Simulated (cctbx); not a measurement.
# Interatomic vectors of Sm2AgGe4Pb2

Space group Amm2 (no. 38), a = 4.4080 Å, b = 4.4130 Å, c = 23.7940 Å, α = 90.00°, β = 90.00°, γ = 90.00°, content Pb4 Sm4 Ag2 Ge8.

Simulated single-crystal data (cctbx): Mo Kα, λ = 0.71073 Å, to d = 0.6 Å, 95 % of the full sphere, strongest reflection 5000 counts, noise from counting, a 4 % proportional error and a noise floor of 15 counts (s.d.); no absorption.

Patterson synthesis, origin scaled to 1000:

```text
Patterson group A m m m
      u       v       w   height  length (A)
  0.000   0.000   0.000   1000.0     0.00
  0.500   0.000   0.104    373.0     3.32
  0.500   0.000   0.447    319.5    10.85
  0.000   0.000   0.320    264.4     7.62
  0.000   0.000   0.203    252.9     4.84
  0.000   0.000   0.113    239.6     2.69
  0.500   0.000   0.500    215.5    12.10
  0.500   0.000   0.243    212.8     6.19
  0.500   0.000   0.219    152.4     5.65
  0.500   0.000   0.184    132.7     4.90
  0.000   0.000   0.434    128.4    10.34
  0.500   0.000   0.386    106.2     9.45
  0.500   0.000   0.296     73.7     7.38
  0.000   0.000   0.255     73.6     6.06
```

Q: Assign the vectors.

A peak at u stands for all pairs with xi − xj = u, with weight Σ ZiZj against Σ Z² = 54882 at the origin. Peak heights follow these weights only roughly, since form factors, motion and series ripples differ, all vectors within 0.55 Å of a peak are counted as merged into it though the farther ones add only part of their weight, and F(000) is left out, which lowers the whole map:

| u | v | w | shortest length (Å) | height | 1000 ΣZiZj/ΣZ² | pairs in the cell |
| --- | --- | --- | --- | --- | --- | --- |
| 0.500 | 0.000 | 0.104 | 3.31 | 373 | 515 | 4 × Pb–Sm, 4 × Sm–Ge |
| 0.500 | 0.000 | 0.447 | 3.36 | 320 | 364 | 2 × Pb–Sm, 2 × Sm–Ag, 2 × Sm–Ge |
| 0.000 | 0.000 | 0.320 | 4.82 | 264 | 431 | 2 × Pb–Ag, 2 × Sm–Sm, 2 × Pb–Ge, 2 × Ag–Ge |
| 0.000 | 0.000 | 0.203 | 4.83 | 253 | 245 | 2 × Pb–Pb |
| 0.000 | 0.000 | 0.113 | 2.69 | 240 | 273 | 2 × Pb–Ag, 2 × Pb–Ge, 2 × Ge–Ge |
| 0.500 | 0.000 | 0.500 | 3.12 | 216 | 266 | 4 × Pb–Ge, 4 × Ge–Ge |
| 0.500 | 0.000 | 0.243 | 6.19 | 213 | 223 | 2 × Pb–Sm, 2 × Ge–Ge |
| 0.500 | 0.000 | 0.219 | 5.66 | 152 | 178 | 2 × Sm–Ag, 2 × Sm–Ge |
| 0.500 | 0.000 | 0.184 | 4.90 | 133 | 150 | 2 × Pb–Ge, 2 × Ag–Ge |
| 0.000 | 0.000 | 0.434 | 2.71 | 128 | 150 | 2 × Pb–Ge, 2 × Ag–Ge |

The table stops at ten peaks or at a height of 45, below which ripples compete. In the model behind the data Pb, the heaviest element, has 2 independent sites: (0, 0, 0.3265) and (0, 0, 0.1232), up to an allowed shift of origin; the Pb–Pb vectors are differences of these positions and their symmetry mates. The whole model:

| atom | mult. | x | y | z | Ueq (Å²) |
| --- | --- | --- | --- | --- | --- |
| Pb1 | 2 | 0 | 0 | 0.3265 | 0.0107 |
| Pb2 | 2 | 0 | 0 | 0.1232 | 0.0122 |
| Sm1 | 2 | 1/2 | 1/2 | 0.3796 | 0.0124 |
| Sm2 | 2 | 1/2 | 0 | 0.2199 | 0.0132 |
| Ag1 | 2 | 0 | 0 | 0.4381 | 0.0111 |
| Ge1 | 2 | 0 | 1/2 | 0.2622 | 0.0127 |
| Ge2 | 2 | 0 | 0 | 0.0065 | 0.0192 |
| Ge3 | 2 | 1/2 | 1/2 | 0.1223 | 0.0163 |
| Ge4 | 2 | 1/2 | 1/2 | 0.0090 | 0.0139 |

The model is made up (kin elements in a known structure type, no relaxation), so it says nothing on whether the phase exists.

[Logs are printed without paths, hosts, clocks, repeated set-up lines and the standing remarks that a program may print on its own settings, such as how far it seeks lower states.]
